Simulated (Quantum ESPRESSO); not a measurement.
**CaO (Lime): how pressure shifts the optical phonon**

Aim: the Grüneisen parameter and the pressure coefficient of an optical mode of CaO (Lime).

Method: DFT PBE, scalar-relativistic, plane waves, PseudoDojo norm-conserving pseudopotentials, in Quantum ESPRESSO 7.5.

### Step 1. The relaxed structure

The structure is cubic, space group Fm-3m (No. 225). The conventional cell has a = 4.827 Å, b = 4.827 Å, c = 4.827 Å, α = 90.00°, β = 90.00°, γ = 90.00°. Nearest to Ca lie 6 O at 2.41 Å. Nearest to O lie 6 Ca at 2.41 Å. Farther neighbours and most contacts between anions are not listed.

Coordinates:

```xyz
2
Lattice="-2.4133 0.0000 2.4133 0.0000 2.4133 2.4133 -2.4133 2.4133 0.0000" Properties=species:S:1:pos:R:3 pbc="T T T"
Ca    0.0000    0.0000    0.0000
O    -2.4133    2.4133    2.4133
```

This is the cell after its relaxation at this level of theory, not the database cell from which that began.

### Step 2. Runs at several volumes

The relaxed cell is scaled uniformly; in this structure symmetry fixes all atoms, so nothing has to be relaxed anew. Each volume gets a ground state and a response at Γ. The mode followed is the highest one without the macroscopic field, of symmetry T1u; longitudinal polar modes lie higher. Cutoff 92 Ry, k mesh 8×8×8.

From the response at V/V₀ = 0.94:

The log of the run:

```text
[banners, grids, parts of the stress and lines that vanish by symmetry left out]
Program PHONON v.7.5
     Reading xml data from directory:

[...]
Exchange-correlation= PBE
                           (   1   4   3   4   0   0   0)
[...]
kinetic-energy cut-off    =      92.0000  Ry
     charge density cut-off    =     368.0000  Ry
     convergence threshold     =      1.0E-18
[...]
Exchange-correlation= PBE
                           (   1   4   3   4   0   0   0)
[...]
q = (   0.0000000   0.0000000   0.0000000 )
     49 Sym.Ops. (with q -> -q+G )
     G cutoff =  372.0717  (  21331 G-vectors)     FFT grid: ( 40, 40, 40)
     number of k points=    29
[...]
Mode symmetry, O_h (m-3m)  point group:
[...]
Dielectric constant
[...]
End of electric fields calculation
          Dielectric constant in cartesian axis
          (       3.799145358       0.000000000       0.000000000 )
          (       0.000000000       3.799145358      -0.000000000 )
          (       0.000000000      -0.000000000       3.799145358 )
          Effective charges (d Force / dE) in cartesian axis without acoustic sum rule applied (asr)
           atom    1  Ca    Mean Z*:        2.37499
      Ex  (        2.37499       -0.00000       -0.00000 )
      Ey  (       -0.00000        2.37499        0.00000 )
      Ez  (        0.00000        0.00000        2.37499 )
           atom    2  O     Mean Z*:       -2.37480
      Ex  (       -2.37480        0.00000        0.00000 )
      Ey  (        0.00000       -2.37480       -0.00000 )
      Ez  (        0.00000       -0.00000       -2.37480 )
          Effective charges Sum: Mean:        0.00019
[...]
Effective charges (d Force / dE) in cartesian axis with asr applied:
           atom    1  Ca    Mean Z*:        2.37490
[...]
atom    2  O     Mean Z*:       -2.37490
[...]
Representation #   1 modes #   1   2   3
[...]
End of self-consistent calculation
     Convergence has been achieved
     Representation #   2 modes #   4   5   6
[...]
End of self-consistent calculation
     Convergence has been achieved
[...]
Dielectric constant in cartesian axis
          (       3.799145358       0.000000000       0.000000000 )
          (       0.000000000       3.799145358      -0.000000000 )
          (       0.000000000      -0.000000000       3.799145358 )
          Effective charges (d Force / dE) in cartesian axis without acoustic sum rule applied (asr)
           atom    1  Ca    Mean Z*:        2.37499
      Ex  (        2.37499       -0.00000       -0.00000 )
      Ey  (       -0.00000        2.37499        0.00000 )
      Ez  (        0.00000        0.00000        2.37499 )
           atom    2  O     Mean Z*:       -2.37480
      Ex  (       -2.37480        0.00000        0.00000 )
      Ey  (        0.00000       -2.37480       -0.00000 )
      Ez  (        0.00000       -0.00000       -2.37480 )
          Effective charges Sum: Mean:        0.00019
[...]
Effective charges (d Force / dE) in cartesian axis with asr applied:
           atom    1  Ca    Mean Z*:        2.37490
[...]
atom    2  O     Mean Z*:       -2.37490
[...]
q = (    0.000000000   0.000000000   0.000000000 )
[...]
freq (    1) =       0.207274 [THz] =       6.913902 [cm-1]
     freq (    2) =       0.207274 [THz] =       6.913902 [cm-1]
     freq (    3) =       0.207274 [THz] =       6.913902 [cm-1]
     freq (    4) =       8.983686 [THz] =     299.663508 [cm-1]
     freq (    5) =       8.983686 [THz] =     299.663508 [cm-1]
     freq (    6) =       8.983686 [THz] =     299.663508 [cm-1]
[...]
Mode symmetry, O_h (m-3m)  point group:
     freq (   1-   3) =          6.9  [cm-1]   --> T_1u G_15  G_4- I
     freq (   4-   6) =        299.7  [cm-1]   --> T_1u G_15  G_4- I

   JOB DONE.
```

One volume, V/V₀ = 1.03, is held back as a test.

| V/V₀ | volume (Å³/atom) | pressure (GPa) | ω (cm⁻¹) |
| --- | --- | --- | --- |
| 0.94 | 13.212 | 7.47 | 299.66 |
| 0.97 | 13.634 | 3.44 | 277.37 |
| 1 | 14.055 | 0.00 | 255.61 |
| 1.03 | 14.477 | -2.92 | held back |
| 1.06 | 14.899 | -5.42 | 212.99 |

### Step 3. The fit

The mode Grüneisen parameter is γ = −d ln ω / d ln V.

| ln(V/V₀) | ln ω |
| --- | --- |
| -0.0619 | 5.7026 |
| -0.0305 | 5.6254 |
| 0.0000 | 5.5437 |
| 0.0583 | 5.3612 |

A straight line through these points has the slope -2.857, so γ = 2.86; at V/V₀ = 1.03 it predicts ω = exp(5.5339 − 0.0844) = 232.63 cm⁻¹.

A parabola of pressure against ln V through V/V₀ = 0.97, 1 and 1.03 gives the bulk modulus B = −dP/d ln V = 106 GPa at V₀. With ω₀ from the fitted line the pressure coefficient follows as dω/dP = γ ω₀ / B = 2.86 × 253.1 / 106 = 6.84 cm⁻¹/GPa.

### Step 4. The run that was held back

The log of the run:

```text
[banners, grids, parts of the stress and lines that vanish by symmetry left out]
[banner, memory and clock lines left out]
Program PHONON v.7.5

[...]
Exchange-correlation= PBE
                           (   1   4   3   4   0   0   0)
[...]
kinetic-energy cut-off    =      92.0000  Ry
     charge density cut-off    =     368.0000  Ry
     convergence threshold     =      1.0E-18
[...]
Exchange-correlation= PBE
                           (   1   4   3   4   0   0   0)
[...]
q = (   0.0000000   0.0000000   0.0000000 )
     49 Sym.Ops. (with q -> -q+G )
     G cutoff =  395.4573  (  23289 G-vectors)     FFT grid: ( 40, 40, 40)
     number of k points=    29
[...]
Mode symmetry, O_h (m-3m)  point group:
[...]
Dielectric constant
[...]
End of electric fields calculation
          Dielectric constant in cartesian axis
          (       3.765271986       0.000000000       0.000000000 )
          (       0.000000000       3.765271986      -0.000000000 )
          (       0.000000000      -0.000000000       3.765271986 )
          Effective charges (d Force / dE) in cartesian axis without acoustic sum rule applied (asr)
           atom    1  Ca    Mean Z*:        2.34609
      Ex  (        2.34609       -0.00000       -0.00000 )
      Ey  (       -0.00000        2.34609        0.00000 )
      Ez  (       -0.00000       -0.00000        2.34609 )
           atom    2  O     Mean Z*:       -2.34584
      Ex  (       -2.34584       -0.00000       -0.00000 )
      Ey  (       -0.00000       -2.34584        0.00000 )
      Ez  (       -0.00000        0.00000       -2.34584 )
[...]
Representation #   1 modes #   1   2   3
[...]
End of self-consistent calculation
     Convergence has been achieved
     Representation #   2 modes #   4   5   6
[...]
End of self-consistent calculation
     Convergence has been achieved
[...]
Dielectric constant in cartesian axis
          (       3.765271986       0.000000000       0.000000000 )
          (       0.000000000       3.765271986      -0.000000000 )
          (       0.000000000      -0.000000000       3.765271986 )
          Effective charges (d Force / dE) in cartesian axis without acoustic sum rule applied (asr)
           atom    1  Ca    Mean Z*:        2.34609
      Ex  (        2.34609       -0.00000       -0.00000 )
      Ey  (       -0.00000        2.34609        0.00000 )
      Ez  (       -0.00000       -0.00000        2.34609 )
           atom    2  O     Mean Z*:       -2.34584
      Ex  (       -2.34584       -0.00000       -0.00000 )
      Ey  (       -0.00000       -2.34584        0.00000 )
      Ez  (       -0.00000        0.00000       -2.34584 )
          Effective charges Sum: Mean:        0.00025
[...]
Effective charges (d Force / dE) in cartesian axis with asr applied:
           atom    1  Ca    Mean Z*:        2.34597
[...]
atom    2  O     Mean Z*:       -2.34597
[...]
q = (    0.000000000   0.000000000   0.000000000 )
[...]
freq (    1) =       0.211935 [THz] =       7.069392 [cm-1]
     freq (    2) =       0.211935 [THz] =       7.069392 [cm-1]
     freq (    3) =       0.211935 [THz] =       7.069392 [cm-1]
     freq (    4) =       7.025599 [THz] =     234.348760 [cm-1]
     freq (    5) =       7.025599 [THz] =     234.348760 [cm-1]
     freq (    6) =       7.025599 [THz] =     234.348760 [cm-1]
[...]
Mode symmetry, O_h (m-3m)  point group:
     freq (   1-   3) =          7.1  [cm-1]   --> T_1u G_15  G_4- I
     freq (   4-   6) =        234.3  [cm-1]   --> T_1u G_15  G_4- I
```

It gives 234.35 cm⁻¹ against the predicted 232.63 cm⁻¹, a miss of 2 cm⁻¹.

### Step 5. What came out

```yaml
mode_grueneisen_parameter: 2.857
bulk_modulus: 106 GPa
pressure_coefficient: 6.84 cm⁻¹/GPa
```

The highest optical mode of CaO (Lime) without the LO-TO term stiffens by 6.84 cm⁻¹ a GPa near the relaxed volume, with γ = 2.86. The power law meets all 5 runs within 0.98 %; between neighbouring volumes γ runs from 2.46 to 3.33. Such a coefficient turns a measured shift of this mode into a hydrostatic stress; uniaxial or biaxial stress splits the mode and needs deformation potentials. These are harmonic values at zero temperature for the structure held cubic, which a run at Γ can't show to be stable; the bulk modulus rests on three points.

[Host names and launcher messages were left out of these logs when they were recorded.]

[Logs are printed without paths, hosts, clocks, repeated set-up lines and the standing remarks that a program may print on its own settings, such as how far it seeks lower states.]

[Hosts, paths, dates, database ids (printed as entryN), source tags and the programs' standing remarks are cut or masked in the printed files.]
